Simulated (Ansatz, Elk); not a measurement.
## How far do independent atoms describe InAsOs5?

Structure refinements treat a crystal as free atoms side by side. For a made-up structure of InAsOs5 (cell and positions from a PBEsol relaxation) the runs below show what the calculated density changes in F(hkl).

Method: DFT, PBE, all-electron APW+lo, Dirac cores, scalar-relativistic bands, static density, no spin, in Elk 11.2.3 (patched build).

This account leaves out most program logs.

The structure was built from a prototype and need not be the compound's stable phase.

### Step 1. Set-up

The structure is tetragonal, space group P4/mmm (No. 123). The conventional cell has a = 4.052 Å, b = 4.052 Å, c = 6.579 Å, α = 90.00°, β = 90.00°, γ = 90.00°. Nearest to Os lie 8 Os at 2.77 Å and 4 In at 2.87 Å. Os has 2 As at 2.46 Å and 2 In at 2.77 Å and 3 Os at 2.77 to 2.79 Å nearest. Nearest to In lie 12 Os at 2.77 to 2.87 Å. Nearest to As lie 8 Os at 2.46 Å. Farther neighbours are not listed.

### Step 2. Ground state and structure factors

An all-electron density is needed, since X-rays see the cores too. Task 0 finds the density and task 195 Fourier-transforms it; tshift is off so that phases refer to the origin typed.

File elk.in:

```
tasks
  0
  195

xctype
  20

spinpol
  .false.

rgkmax
  7.0

gmaxvr
  14.0

lmaxo
  7

lmaxapw
  8

swidth
  0.002

tshift
  .false.

ramdisk
  .false.

hmaxvr
  5.5

maxscl
  120

epspot
  1e-06

sppath
  './'

avec
  7.65714337843 -0.00000000000 -0.00000000000
  -0.00000000000 7.65714337843 -0.00000000000
  -0.00000000000 -0.00000000000 12.43260577610

atoms
  3
  'Os.in'
  5
  0.0000000000 0.0000000000 0.0000000000   0.000000 0.000000 0.000000
  0.5000000000 -0.0000000000 0.7121269370   0.000000 0.000000 0.000000
  0.5000000000 -0.0000000000 0.2878730630   0.000000 0.000000 0.000000
  -0.0000000000 0.5000000000 0.7121269370   0.000000 0.000000 0.000000
  -0.0000000000 0.5000000000 0.2878730630   0.000000 0.000000 0.000000
  'In.in'
  1
  0.5000000000 0.5000000000 0.0000000000   0.000000 0.000000 0.000000
  'As.in'
  1
  -0.0000000000 -0.0000000000 0.5000000000   0.000000 0.000000 0.000000

ngridk
  6 6 4
```

Started as:

```console
$ OMP_NUM_THREADS=4 elk
```

The job ended after 1.7 min (4 threads of Arm Neoverse V2, shared host; peak memory 0.37 GiB; 5.8 min of CPU time).

SFACRHO.OUT:

```text

h k l indices transformed by vhmat matrix:
   1.000000000       0.000000000       0.000000000    
   0.000000000       1.000000000       0.000000000    
   0.000000000       0.000000000       1.000000000    

      h      k      l  multipl.   |H|            Re(F)            Im(F)           |F|

      0      0      0      1   0.0000000       462.00000     -0.52338725E-16   462.00000    
      0      0     -1      2  0.50537960       19.614537     -0.28004820E-13   19.614537    
      0      1      0      4  0.82056519       55.537927      0.21610454E-13   55.537927    
      0     -1     -1      8  0.96370938      -2.8610828     -0.32034699E-13   2.8610828    
      0      0      2      2   1.0107592      -103.12254      0.47589900E-13   103.12254    
     -1     -1      0      4   1.1604544      -130.17537     -0.21846526E-13   130.17537    
      1      1     -1      8   1.2657263       139.63932     -0.35790451E-13   139.63932    
      1      0     -2      8   1.3019068       51.087705      0.61576900E-13   51.087705    
      0      0     -3      2   1.5161388       237.10210      0.68239319E-13   237.10210    
     -1     -1     -2      8   1.5389245       343.93337      0.13999744E-12   343.93337    
      0     -2      0      4   1.6411304       364.24516      0.38741394E-13   364.24516    
     -2      0     -1      8   1.7171830       15.527839     -0.25393923E-13   15.527839    
     -1      0     -3      8   1.7239501     -0.46166033     -0.65914918E-13  0.46166033    
      2     -1      0      8   1.8348395       46.641963     -0.38740750E-13   46.641963    
     -1     -2      1     16   1.9031670      0.54060683E-01  0.20793801E-13  0.54060683E-01
      1      1      3      8   1.9092751      -81.929208      0.18272905E-12   81.929208    
      0     -2      2      8   1.9274188      -89.574153      0.23484075E-14   89.574153    
      0      0     -4      2   2.0215184       244.36123      0.19217503E-12   244.36123
```

Elk indexes on the primitive cell of elk.in and gives |H| = 4π sin θ/λ in inverse bohr. Below, one row stands for each form hkl of the conventional cell (m members, Friedel mates merged), F is for one primitive cell and the density is static (no thermal factor). Free-atom factors are Waasmaier and Kirfel's, and R is Σm||F|−|F'||/Σm|F|.

| hkl | m | sin θ/λ (Å⁻¹) | abs F, DFT | neutral atoms | diff. |
| --- | --- | --- | --- | --- | --- |
| 001 | 2 | 0.076 | 19.614 | 19.575 | +0.039 |
| 100 | 4 | 0.123 | 55.538 | 55.438 | +0.100 |
| 101 | 8 | 0.145 | 2.861 | 2.940 | -0.079 |
| 002 | 2 | 0.152 | 103.123 | 102.909 | +0.214 |
| 110 | 4 | 0.174 | 130.175 | 130.150 | +0.025 |
| 111 | 8 | 0.190 | 139.639 | 139.823 | -0.184 |
| 102 | 8 | 0.196 | 51.088 | 51.053 | +0.035 |
| 003 | 2 | 0.228 | 237.102 | 237.760 | -0.658 |
| 112 | 8 | 0.231 | 343.933 | 344.831 | -0.898 |
| 200 | 4 | 0.247 | 364.245 | 365.360 | -1.115 |
| 201 | 8 | 0.258 | 15.528 | 15.626 | -0.098 |
| 103 | 8 | 0.259 | 0.462 | 0.441 | +0.021 |
| 210 | 8 | 0.276 | 46.642 | 46.893 | -0.251 |
| 211 | 16 | 0.286 | 0.054 | 0.032 | +0.022 |

### Step 3. The highest occupied states alone

An energy window below the Fermi level keeps the highest occupied states, to see at which angles they scatter; shallow core shells can lie inside it and anion s states outside. No new self-consistency is needed.

elk.in, as its differences from that of step 2:

```diff
@@ -1,3 +1,2 @@
 tasks
-  0
   195
@@ -40,2 +39,5 @@
 
+wsfac
+  0.093150 0.760640
+
 sppath
```

Started as:

```console
$ OMP_NUM_THREADS=4 elk
```

It took 17 s on 4 threads; peak memory 0.18 GiB.

States within 10 eV below the Fermi level hold 45.98 electrons; any levels below the window count with the cores. Their amplitudes can exceed the total, where window and core parts have opposite phase:

| hkl | sin θ/λ (Å⁻¹) | abs F, window | abs F, all |
| --- | --- | --- | --- |
| 001 | 0.076 | 0.063 | 19.614 |
| 100 | 0.123 | 4.961 | 55.538 |
| 101 | 0.145 | 1.894 | 2.861 |
| 002 | 0.152 | 7.319 | 103.123 |
| 110 | 0.174 | 7.039 | 130.175 |
| 111 | 0.190 | 4.132 | 139.639 |
| 102 | 0.196 | 2.393 | 51.088 |
| 003 | 0.228 | 4.642 | 237.102 |
| 112 | 0.231 | 6.008 | 343.933 |
| 200 | 0.247 | 5.058 | 364.245 |

### Step 4. Another functional

The difference from free atoms is small, so it is set against the change that LDA (Perdew-Wang) makes.

elk.in, as its differences from that of step 3:

```diff
@@ -1,2 +1,3 @@
 tasks
+  0
   195
@@ -4,3 +5,3 @@
 xctype
-  20
+  3
 
@@ -39,5 +40,2 @@
 
-wsfac
-  0.093150 0.760640
-
 sppath
```

Started as:

```console
$ OMP_NUM_THREADS=4 elk
```

Elapsed: 62 s, on 4 threads; peak memory 0.25 GiB.

Against the first run R = 0.02 %; the largest change is -0.064 at 220.

### Step 5. Basis size

A smaller basis shows how fast F responds to it; the change is likely larger than the basis error of the first run, but doesn't show convergence.

elk.in, as its differences from that of step 4:

```diff
@@ -5,3 +5,3 @@
 xctype
-  3
+  20
 
@@ -11,3 +11,3 @@
 rgkmax
-  7.0
+  5.5
```

Started as:

```console
$ OMP_NUM_THREADS=4 elk
```

It took 1.7 min on 4 threads; peak memory 0.37 GiB.

Against the first run R = 0.03 %; the largest change is +0.357 at 220.

### Step 6. Settings against the effect

| run | R against the first run (%) | R against neutral atoms, low angle (%) | wall time |
| --- | --- | --- | --- |
| PBE, rgkmax 7 | 0.00 | 0.27 | 1.7 min |
| LDA (Perdew-Wang) | 0.02 | 0.27 | 62 s |
| rgkmax 5.5 | 0.03 | 0.29 | 1.7 min |

### Step 7. What came out

```
R against neutral atoms, sin θ/λ < 0.3 Å⁻¹ : 0.27 %
R against neutral atoms, 0.3 to 0.75 Å⁻¹   : 0.19 %
```

**Reading.** Independent neutral atoms miss the calculated amplitudes by R = 0.27 % below 0.3 Å⁻¹ and 0.19 % from there to 0.75 Å⁻¹; by shells, 0.39 % below 0.15 Å⁻¹ (3 forms), 0.27 % 0.15 to 0.3 (13 forms), 0.13 % 0.3 to 0.45 (23 forms), 0.21 % above 0.45 (110 forms). Bonding, aspherical density and the tables' own atoms all enter these figures, and the runs don't part them. The largest change of an amplitude is -1.12 electrons, at 200. The window's part falls from 46.0 electrons at the origin to at most 0.76 between 0.45 and 0.75 Å⁻¹. Below 0.3 Å⁻¹ the changes that finished (LDA (Perdew-Wang) and rgkmax 5.5) move F by R = 0.05 % at most, against the 0.27 % that separates it from free atoms. A single amplitude moves by up to 0.36 electrons, against 1.12 for the largest difference from free atoms. The k-mesh has no finished test. These runs have no spin, though d or f shells may be open. Spin-orbit coupling is left out, which can matter for elements this heavy. Part of the difference isn't bonding: the tables are fits to free atoms and ions calculated by other methods than this functional. Thermal motion, anomalous dispersion and extinction are left out.

[Logs are printed without paths, hosts, clocks, repeated set-up lines and the standing remarks that a program may print on its own settings, such as how far it seeks lower states.]

[Hosts, paths, dates, database ids (printed as entryN), source tags and the programs' standing remarks are cut or masked in the printed files.]
